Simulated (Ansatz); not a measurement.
# How fast states decay through SrCaF4, part 2 of 2

A new crystal, SrCaF4: structure, gap and complex bands. It is built by putting F for I in the SrCaI4 structure of space group P2/m, with the volume rescaled by atomic radii. The parent structure comes from the Materials Project.

Ansatz 0.2.0; LDA DFT, plane waves, PAW files (the session's first sound run).

So far, gap on path (eV): step 3 (band edges) 6.15.

The structure was built from a prototype and need not be the compound's stable phase.

## (6) A repeat with changed settings

This step: LDA DFT, plane waves, PAW files; complex bands by layer matching along the plane's normal; changed: output.transmission.e_range = [-0.1, 0.1], output.transmission.de = 0.02 (Ansatz 0.2.0).

This run repeats an earlier one, its twin (the complex run, plane (001)), with two settings changed (output.transmission.e_range, output.transmission.de; files written aside). It is meant to test what the energy window and step decide. Where the input is shown as a difference, that is against the step before, not the twin.

Input file input.yaml:

```yaml
crystal:
  lattice:
    - [4.064019122, 0.0, 0.0]
    - [0.0, 3.587961222, 0.0]
    - [-0.562927942, 0.0, 6.373589445]
  atoms:
    - { symbol: Sr, position: [0.0, 0.0, 0.0] }
    - { symbol: Ca, position: [0.0, 0.5, 0.5] }
    - { symbol: F, position: [0.2228198984, 0.0, 0.3547466031] }
    - { symbol: F, position: [0.245996223, 0.5, 0.8287399874] }
    - { symbol: F, position: [0.754003777, 0.5, 0.1712600126] }
    - { symbol: F, position: [0.7771801016, 0.0, 0.6452533969] }
kpoints:
  mp_grid: { grid: [6, 6, 4] }
scf:
  occupations: { method: fixed }
hamiltonian:
  xc: lda
output:
  eigenvalues: true
  transmission:
    leads: [[0, 0]]
    kpoints: [[0.0, 0.0], [-0.5, -0.5], [0.5, 0.0]]
    e_range: [-0.1, 0.1]
    de: 0.02
```

Launch:

```bash
ansatz run input.yaml --threads 2 --pin off --max-ram 4096MiB --backend cpu --events-out ev --progress --plain --runs-dir out
```

Elapsed: 8.3 s, on 2 threads of Arm Neoverse V2, shared host; peak memory 0.38 GiB.

K parallel (0, 0); values up to 1.5 1/Å, a degenerate pair printed once or twice; energies at which all values exceed this have no row. The Im kz of the slowest decaying states by energy, zero at the highest filled level on the SCF mesh:

```
energy (eV)  decay 1 (Å⁻¹)  decay 2 (Å⁻¹)  decay 3 (Å⁻¹)  decay 4 (Å⁻¹)
    -0.1000          0.227          0.406          0.620          0.898
    -0.0800          0.241          0.411          0.634          0.901
    -0.0600          0.256          0.417          0.646          0.902
    -0.0400          0.271          0.423          0.659          0.903
    -0.0200          0.287          0.428          0.670          0.904
     0.0000         0.0750          0.303          0.434          0.681
     0.0200          0.132          0.319          0.440          0.692
     0.0400          0.165          0.335          0.446          0.703
     0.0600          0.190          0.351          0.452          0.713
     0.0800          0.209          0.367          0.459          0.722
     0.1000          0.225          0.381          0.466          0.731
```

K parallel (0, 0). Table of Re kz of states that move upwards, channel 1 by energy, zero at the highest filled level on the SCF mesh:

```
energy (eV)  Re kz of states that move upwards, channel 1 (Å⁻¹)
    -0.1000                                              -0.290
    -0.0800                                              -0.247
    -0.0600                                              -0.203
    -0.0400                                              -0.153
    -0.0200                                             -0.0888
     0.0000                                                   -
     0.0200                                                   -
     0.0400                                                   -
     0.0600                                                   -
     0.0800                                                   -
     0.1000                                                   -
```

K parallel (-0.5, -0.5); values up to 1.5 1/Å, a degenerate pair printed once or twice; energies at which all values exceed this have no row. The Im kz of the slowest decaying states by energy, zero at the highest filled level on the SCF mesh:

```
energy (eV)  decay 1 (Å⁻¹)  decay 2 (Å⁻¹)  decay 3 (Å⁻¹)  decay 4 (Å⁻¹)
    -0.1000          0.296          0.357          0.808           1.15
    -0.0800          0.307          0.390          0.824           1.15
    -0.0600          0.318          0.420          0.840           1.14
    -0.0400          0.328          0.448          0.855           1.14
    -0.0200          0.337          0.474          0.869           1.13
     0.0000         0.0249          0.345          0.498          0.883
     0.0200         0.0965          0.353          0.521          0.896
     0.0400          0.133          0.361          0.543          0.909
     0.0600          0.160          0.368          0.563          0.921
     0.0800          0.183          0.375          0.582          0.933
     0.1000          0.202          0.382          0.601          0.944
```

K parallel (-0.5, -0.5). The Re kz of states that move upwards, channel 1 by energy, zero at the highest filled level on the SCF mesh:

```
energy (eV)  Re kz of states that move upwards, channel 1 (Å⁻¹)
    -0.1000                                               0.203
    -0.0800                                               0.229
    -0.0600                                               0.258
    -0.0400                                               0.291
    -0.0200                                               0.333
     0.0000                                                   -
     0.0200                                                   -
     0.0400                                                   -
     0.0600                                                   -
     0.0800                                                   -
     0.1000                                                   -
```

K parallel (0.5, 0); values up to 1.5 1/Å, a degenerate pair printed once or twice; energies at which all values exceed this have no row. Im kz of the slowest decaying states against energy, zero at the highest filled level on the SCF mesh:

```csv
energy (eV),decay 1 (Å⁻¹),decay 2 (Å⁻¹),decay 3 (Å⁻¹),decay 4 (Å⁻¹)
-0.1000,0.220,0.252,0.654,0.658
-0.0800,0.244,0.251,0.660,0.662
-0.0600,0.0551,0.246,0.266,0.662
-0.0400,0.171,0.227,0.285,0.665
-0.0200,0.226,0.303,0.667,0.685
0.0000,0.246,0.319,0.669,0.692
0.0200,0.264,0.334,0.671,0.698
0.0400,0.278,0.348,0.674,0.704
0.0600,0.292,0.361,0.676,0.710
0.0800,0.304,0.374,0.678,0.716
0.1000,0.315,0.386,0.680,0.721
```

## (7) Outcome

```json
{
  "band gap": "6.15 eV",
  "least decay constant at mid-gap, normal to (001)": "0.512 Å⁻¹",
  "least decay constant on a mesh, normal to (001)": "0.512 Å⁻¹"
}
```

**Reading.** With LDA, the slowest decay at the wavevectors tried is κ = 0.512 Å⁻¹, normal to (001). Through such a film the transmission near mid-gap falls as exp(−2κd), a factor of ten every 2.2 Å. A free electron under a barrier of half the gap would need a mass of 0.33 mₑ to decay at this rate. The compound is made up by substitution; its stability against other phases and against distortions of the cell's symmetry was not tested. A semilocal functional narrows gaps, so real decay constants are likely larger.

[Logs are printed without paths, hosts, clocks, repeated set-up lines and the standing remarks that a program may print on its own settings, such as how far it seeks lower states.]

[Hosts, paths, dates, database ids (printed as entryN), source tags and the programs' standing remarks are cut or masked in the printed files.]
